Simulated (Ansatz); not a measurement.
## MoSeS (layered bulk) (P6_3mc): the gap up the ladder of methods

Aim: the gap of MoSeS (layered bulk) (P6_3mc) at several levels of theory on one structure, with the time that each takes.

Method: density functionals, hybrids and G0W0, plane waves, PAW, in Ansatz 0.2.0.

Report form: the programs' logs are mostly left out.

The structure was built from a prototype and need not be the compound's stable phase.

In doubt: masses and optical values from hybrid runs of this build are listed as unsure (step 6), which bears on the screening that GW takes from such a start.

### Step 1. Starting point

The structure is hexagonal, space group P6_3mc (No. 186). The conventional cell has a = 3.167 Å, b = 3.167 Å, c = 12.010 Å, α = 90.00°, β = 90.00°, γ = 120.00°. Nearest to Mo lie 3 S at 2.38 Å and 3 Se at 2.50 Å. Nearest to S lie 3 Mo at 2.38 Å. Nearest to Se lie 3 Mo at 2.50 Å. It derives from Mo1S1Se1. Farther neighbours and most contacts between anions are not listed.

The structure was relaxed with PBEsol-D3(BJ). The runs that relaxed it are not among those shown.

The logs state that the PAW files were generated under PBE.

### Step 2. PBEsol on the 12×12×2 mesh

Levels along a band path and on the mesh show where this functional puts the band edges.

This step: DFT, PBEsol, plane waves, PAW; PAW set soft_1.

File input.yaml:

```yaml
crystal:
  lattice:
    - [3.1671178746, 0.0, 0.0]
    - [-1.5835589373, 2.7428045362, 0.0]
    - [0.0, 0.0, 12.0096143063]
  atoms:
    - { symbol: Mo, position: [0.3333333333, 0.6666666667, 0.2550024429] }
    - { symbol: S, position: [0.6666666667, 0.3333333333, 0.382195575] }
    - { symbol: Se, position: [0.6666666667, 0.3333333333, 0.1128019821] }
    - { symbol: Mo, position: [0.6666666667, 0.3333333333, 0.7550024429] }
    - { symbol: S, position: [0.3333333333, 0.6666666667, 0.882195575] }
    - { symbol: Se, position: [0.3333333333, 0.6666666667, 0.6128019821] }
kpoints:
  mp_grid: { grid: [12, 12, 2] }
  band_path:
    path:
      - [[0.0, 0.0, 0.0], [0.5, 0.0, 0.0], [0.33333333, 0.33333333, 0.0], [0.0, 0.0, 0.0], [0.0, 0.0, 0.5], [0.5, 0.0, 0.5], [0.33333333, 0.33333333, 0.5], [0.0, 0.0, 0.5]]
      - [[0.5, 0.0, 0.5], [0.5, 0.0, 0.0]]
      - [[0.33333333, 0.33333333, 0.5], [0.33333333, 0.33333333, 0.0]]
    npoints: 10
hamiltonian:
  xc: pbesol
  pseudopotentials: { kind: paw, azcp: { folder: soft_1 }, xc_functional: pbe }
scf:
  occupations: { method: fermi_dirac, width: 0.02 }
  n_extra_bands: 6
output:
  eigenvalues: true
  forces: true
  stress: true
  write_density: true
  write_potential: true
  elf: true
  volumetric_format: npy
```

On the command line:

```
> ansatz run input.yaml --threads 2 --pin off --max-ram 92160MiB --backend cuda --events-out ev --progress --plain --runs-dir out --devices 1 --max-vram 13GiB
```

Wall time 9 s (1 × NVIDIA H100 80GB HBM3 (shared by 6 runs) with 2 threads of AMD EPYC 7R13 (Zen 3), shared host); peak memory 1 GiB; 9.1 s of CPU time.

Numbers from this step:

* pressure: 4.140 GPa
* filled bands: 36
* gap: 0.5019 eV
* valence top at: Γ
* conduction bottom at: k = (0.167, 0.167, 0.000)
* least direct gap: 1.695 eV

Over mesh and path the gap is 0.502 eV, from k = Γ to k = (0.167, 0.167, 0.000). The least direct gap found is 1.695 eV, at k = (0.333, 0.333, 0.000). The pressure in this cell is 4 GPa; the cell is kept.

### Step 3. PBEsol+SOC on the 12×12×2 mesh

This run has two-component orbitals with spin-orbit coupling.

This step: DFT, PBEsol with spin-orbit coupling, plane waves, PAW; PAW set soft_1.

File input.yaml:

```yaml
crystal:
  lattice:
    - [3.1671178746, 0.0, 0.0]
    - [-1.5835589373, 2.7428045362, 0.0]
    - [0.0, 0.0, 12.0096143063]
  atoms:
    - { symbol: Mo, position: [0.3333333333, 0.6666666667, 0.2550024429] }
    - { symbol: S, position: [0.6666666667, 0.3333333333, 0.382195575] }
    - { symbol: Se, position: [0.6666666667, 0.3333333333, 0.1128019821] }
    - { symbol: Mo, position: [0.6666666667, 0.3333333333, 0.7550024429] }
    - { symbol: S, position: [0.3333333333, 0.6666666667, 0.882195575] }
    - { symbol: Se, position: [0.3333333333, 0.6666666667, 0.6128019821] }
kpoints:
  mp_grid: { grid: [12, 12, 2] }
  band_path:
    path:
      - [0.0, 0.0, 0.0]
      - [0.5, 0.0, 0.0]
      - [0.33333333, 0.33333333, 0.0]
      - [0.0, 0.0, 0.5]
      - [0.5, 0.0, 0.5]
      - [0.33333333, 0.33333333, 0.5]
      - [0.1666666667, 0.1666666667, 0.0]
    npoints: 1
hamiltonian:
  xc: pbesol
  pseudopotentials: { kind: paw_fr, azcp: { folder: soft_1 }, xc_functional: pbe }
scf:
  occupations: { method: fermi_dirac, width: 0.02 }
  n_extra_bands: 12
magnetization:
  noncollinear: true
  spin_orbit: true
output:
  eigenvalues: true
  forces: true
  stress: true
```

It took 22 s on 1 × NVIDIA H100 80GB HBM3 (shared by 6 runs) with 2 threads; peak memory 1 GiB; 22 s of CPU time.

This step gave:

```yaml
pressure: 4.155 GPa
gap: 0.4930 eV
valence_top_at: Γ
conduction_bottom_at: k = (0.167, 0.167, 0.000)
least_direct_gap: 1.656 eV
```

Over mesh and listed points the gap is 0.493 eV, from k = Γ to k = (0.167, 0.167, 0.000). The least direct gap found is 1.656 eV, at k = (0.333, 0.333, 0.000). The pressure in this cell is 4 GPa; the cell is kept. PBEsol+SOC against PBEsol: 0.493 − 0.502 = −0.009 eV, with the same mesh, set of files (read in its fully relativistic form for the spin-orbit run) and cutoff, and both edges at the same k points. The spin-orbit run sees mesh and listed points alone, so its gap is an upper bound: the coupling can move an edge off these points, the more so as this crystal has no centre of inversion, and the change over the zone, its sign included where it is small, is not known.

### Step 4. HSE06 on the 6×6×2 mesh

HSE06 mixes in a quarter of exact exchange at short range.

This step: DFT, HSE06, plane waves, PAW; PAW set soft_1.

Edit input.yaml of step 3 so:

```diff
@@ -13,3 +13,3 @@
 kpoints:
-  mp_grid: { grid: [12, 12, 2] }
+  mp_grid: { grid: [6, 6, 2] }
   band_path:
@@ -25,13 +25,8 @@
 hamiltonian:
-  xc: pbesol
-  pseudopotentials: { kind: paw_fr, azcp: { folder: soft_1 }, xc_functional: pbe }
+  xc: hse06
+  pseudopotentials: { kind: paw, azcp: { folder: soft_1 } }
 scf:
-  occupations: { method: fermi_dirac, width: 0.02 }
-  n_extra_bands: 12
-magnetization:
-  noncollinear: true
-  spin_orbit: true
+  occupations: { method: fixed }
+  n_extra_bands: 6
 output:
   eigenvalues: true
-  forces: true
-  stress: true
```

Elapsed: 37 s, on 1 × NVIDIA H100 80GB HBM3 (shared by 6 runs) with 2 threads; peak memory 1.4 GiB.

Numbers from this step:

| Item | Value |
| --- | --- |
| gap | 1.019 eV |
| valence top at | Γ |
| conduction bottom at | k = (0.167, 0.167, 0.000) |
| least direct gap | 2.174 eV |
| exact-exchange fraction | 0.25 |

Over mesh and listed points the gap is 1.019 eV, from k = Γ to k = (0.167, 0.167, 0.000). The least direct gap found is 2.174 eV, at k = (0.333, 0.333, 0.000). HSE06 against PBEsol: 1.019 − 0.502 = +0.517 eV. The runs also differ in mesh (12×12×2 and 6×6×2), so how much of this comes from the functional alone is not known.

### Step 5. G0W0@PBEsol, 9×9×2 mesh, 435 empty bands, screening to 150 eV, PAW set soft_1 files

G0W0 replaces the xc potential by a self-energy built once from the orbitals of the start. Levels are corrected in the window of bands that the input names, at points of the mesh.

This step: G0W0 on PBEsol, plane waves, PAW; PAW set soft_1.

File input.yaml:

```yaml
crystal:
  lattice:
    - [3.1671178746, 0.0, 0.0]
    - [-1.5835589373, 2.7428045362, 0.0]
    - [0.0, 0.0, 12.0096143063]
  atoms:
    - { symbol: Mo, position: [0.3333333333, 0.6666666667, 0.2550024429] }
    - { symbol: S, position: [0.6666666667, 0.3333333333, 0.382195575] }
    - { symbol: Se, position: [0.6666666667, 0.3333333333, 0.1128019821] }
    - { symbol: Mo, position: [0.6666666667, 0.3333333333, 0.7550024429] }
    - { symbol: S, position: [0.3333333333, 0.6666666667, 0.882195575] }
    - { symbol: Se, position: [0.3333333333, 0.6666666667, 0.6128019821] }
kpoints:
  mp_grid: { grid: [9, 9, 2] }
hamiltonian:
  xc: pbesol
  pseudopotentials: { kind: paw, azcp: { folder: soft_1 }, xc_functional: pbe }
scf:
  occupations: { method: fixed }
gw:
  n_empty_bands: 435
  ecut_chi: 150.0
  qp_bands: [v2, c2]
  qp_kpoints: band_edges
  screening: { model: contour_deformation }
```

Elapsed: 1.8 min, on 1 × NVIDIA H100 80GB HBM3 (shared by 6 runs) with 2 threads; peak memory 2.4 GiB; 2.8 min of CPU time.

This step gave:

```yaml
bands_summed: 471
rpa_eps_infinity_on_this_mesh_eigenvalues: 9.798, 16.33, 16.33
plane_waves_in_the_screening_matrix: 461
g0w0_gap_over_the_corrected_points: 0.9382 eV
k_of_the_valence_top: 0, 0, 0
k_of_the_conduction_bottom: 0.1111, 0.2222, 0
starting_gap_on_the_mesh: 0.5990 eV
z_at_the_valence_top: 0.7463
z_at_the_conduction_bottom: 0.7557
least_direct_g0w0_gap_over_the_corrected_points: 2.063 eV
```

Over 17 of 24 irreducible mesh points the G0W0 gap is 0.938 eV, from k = Γ to k = (0.111, 0.222, 0.000). The PBEsol gap of this run on the mesh is 0.599 eV. The two states that bound the G0W0 gap lie that far apart at the start, so the correction of the gap is 0.938 − 0.599 = +0.339 eV.

### Step 6. G0W0@HSE06, 9×9×2 mesh, 202 empty bands, screening to 90 eV, PAW set soft_1 files

This step: G0W0 on HSE06, plane waves, PAW; PAW set soft_1.

Edit input.yaml of step 5 so:

```diff
@@ -15,4 +15,4 @@
 hamiltonian:
-  xc: pbesol
-  pseudopotentials: { kind: paw, azcp: { folder: soft_1 }, xc_functional: pbe }
+  xc: hse06
+  pseudopotentials: { kind: paw, azcp: { folder: soft_1 } }
 scf:
@@ -20,4 +20,4 @@
 gw:
-  n_empty_bands: 435
-  ecut_chi: 150.0
+  n_empty_bands: 202
+  ecut_chi: 90
   qp_bands: [v2, c2]
```

It took 99 s on 1 × NVIDIA H100 80GB HBM3 (shared by 6 runs) with 2 threads; peak memory 2.4 GiB; 2.1 min of CPU time.

Numbers from this step:

* bands summed: 238
* RPA ε∞ on this mesh (eigenvalues): 7.446, 12.98, 12.98
* plane waves in the screening matrix: 229
* G0W0 gap over the corrected points: 1.068 eV
* k of the valence top: 0, 0, 0
* k of the conduction bottom: 0.1111, 0.2222, 0
* starting gap on the mesh: 1.123 eV
* Z at the valence top: 0.7753
* Z at the conduction bottom: 0.7822
* least direct G0W0 gap over the corrected points: 2.208 eV

Over 14 of 24 irreducible mesh points the G0W0 gap is 1.068 eV, from k = Γ to k = (0.111, 0.222, 0.000). The HSE06 gap of this run on the mesh is 1.123 eV. The two states that bound the G0W0 gap lie that far apart at the start, so the correction of the gap is 1.068 − 1.123 = −0.055 eV. G0W0@HSE06 against G0W0@PBEsol with 471 bands: 1.068 − 0.938 = +0.130 eV. The runs also differ in empty bands (435 and 202) and screening cutoff (eV) (150.0 and 90), so how much of this comes from the start alone is not known.

### Step 7. Gap and time by level

Each gap is the least one over the points named; times are wall times on shared hosts, not benchmarks. A G0W0 time includes the run's own self-consistent start. Runs with listed points see these and the mesh alone, so an edge that moves elsewhere is missed. Rows marked * are further runs, not shown as steps, whose inputs differ from the G0W0 step on the same start in the columns given; solver thresholds can differ too.

```
       level     mesh       files, cutoff  bands summed, screening                            points  gap (eV)  valence top      conduction bottom  least direct gap (eV)     time
      PBEsol  12×12×2  soft_1 PAW, 420 eV                        -                     mesh and path     0.502            Γ  (0.167, 0.167, 0.000)                  1.695      9 s
  PBEsol+SOC  12×12×2  soft_1 PAW, 420 eV                        -            mesh and listed points     0.493            Γ  (0.167, 0.167, 0.000)                  1.656     22 s
       HSE06    6×6×2  soft_1 PAW, 420 eV                        -            mesh and listed points     1.019            Γ  (0.167, 0.167, 0.000)                  2.174     37 s
G0W0@PBEsol*    9×9×2  soft_1 PAW, 420 eV               146, 60 eV  17 of 24 irreducible mesh points     0.844            Γ  (0.111, 0.222, 0.000)                  2.075     46 s
 G0W0@PBEsol    9×9×2  soft_1 PAW, 420 eV              471, 150 eV  17 of 24 irreducible mesh points     0.938            Γ  (0.111, 0.222, 0.000)                  2.063  1.8 min
  G0W0@HSE06    9×9×2  soft_1 PAW, 420 eV               238, 90 eV  14 of 24 irreducible mesh points     1.068            Γ  (0.111, 0.222, 0.000)                  2.208     99 s
```

### Step 8. Summary of results

```
PBEsol, over mesh and path                                            : 0.502 eV
PBEsol+SOC, over mesh and listed points                               : 0.493 eV
HSE06, over mesh and listed points                                    : 1.019 eV
G0W0@PBEsol (471 bands, 9×9×2), over 17 of 24 irreducible mesh points : 0.938 eV
G0W0@HSE06, over 14 of 24 irreducible mesh points                     : 1.068 eV
known limits                                                          : finite bands, screening cutoff and k mesh; no spin-orbit coupling in G0W0
```

In words: The rows run from 0.493 eV (PBEsol+SOC) to 1.068 eV (G0W0@HSE06). They differ in mesh, bands and screening cutoff of G0W0 and the points over which the gap was sought as well as in level, so only pairs that share these are like for like. PBEsol+SOC against PBEsol: 0.493 − 0.502 = −0.009 eV, with the same mesh, set of files (read in its fully relativistic form for the spin-orbit run) and cutoff, and both edges at the same k points. The spin-orbit run sees mesh and listed points alone, so its gap is an upper bound: the coupling can move an edge off these points, the more so as this crystal has no centre of inversion, and the change over the zone, its sign included where it is small, is not known. G0W0@PBEsol (471 bands, 9×9×2) moves the gap of its own start on the mesh by 0.938 − 0.599 = +0.339 eV, between the same two levels. Over mesh and path, PBEsol puts the conduction bottom at k = (0.167, 0.167, 0.000), where no G0W0 correction was computed. The G0W0 gap over the whole zone is therefore not known from this run; at its settings it can only be equal to or under the 0.938 eV found, and no correction is carried over from another point. For the start itself the gap is 0.502 eV over mesh and path and 0.599 eV on the mesh of the G0W0 run, in runs that differ in mesh (12×12×2 and 9×9×2). G0W0@HSE06 moves the gap of its own start on the mesh by 1.068 − 1.123 = −0.055 eV, between the same two levels. Over mesh and listed points, HSE06 puts the conduction bottom at k = (0.167, 0.167, 0.000), where no G0W0 correction was computed. The G0W0 gap over the whole zone is therefore not known from this run; at its settings it can only be equal to or under the 1.068 eV found, and no correction is carried over from another point. For the start itself the gap is 1.019 eV over mesh and listed points and 1.123 eV on the mesh of the G0W0 run, in runs that differ in mesh (6×6×2 and 9×9×2). What spin-orbit coupling does to the G0W0 levels was not computed, so no sum with the G0W0 gap is formed. For G0W0@PBEsol: from 146 bands and 60 eV to 471 bands and 150 eV the gap moves by 0.938 − 0.844 = +0.094 eV; bands and screening cutoff rise together, so their parts are not told apart. Two runs can't test a law of convergence, so the limit is not known. The other G0W0 rows are shown at one basis each (238 bands), so their distance from the limit is not known here. The G0W0 runs are scalar-relativistic. No pair of G0W0 runs that differ in the mesh alone is shown (9×9×2 is a supercell whose nearest images lie 24 Å apart), so the error from the mesh is not known here. G0W0 is shown with one set of atomic data (soft_1 PAW), so the error from the files is not known here.

[Paths, hosts, dates, memory and timing lines, banners, echoed tables and standing remarks are left out of the program output.]

[Logs are printed without paths, hosts, clocks, repeated set-up lines and the standing remarks that a program may print on its own settings, such as how far it seeks lower states.]

[Runs of the session that timed out or met a known fault of the program may be left out.]

[Cells called generated may have been cut or substituted from an entry of the Crystallography Open Database or the Materials Project.]

[Hosts, paths, dates, database ids (printed as entryN), source tags and the programs' standing remarks are cut or masked in the printed files.]

[Where an RPA ε∞ is given, it is that of the G0W0 mesh and is not shown converged in it. Names of k-points follow the symmetry that the program found, which can be lower than the space group named. Band edges on a path are those of the sampled points; other points can move an edge, and change direct to indirect where valleys lie close.]

[Hybrid gaps are those of their k-mesh and are not shown converged in it.]
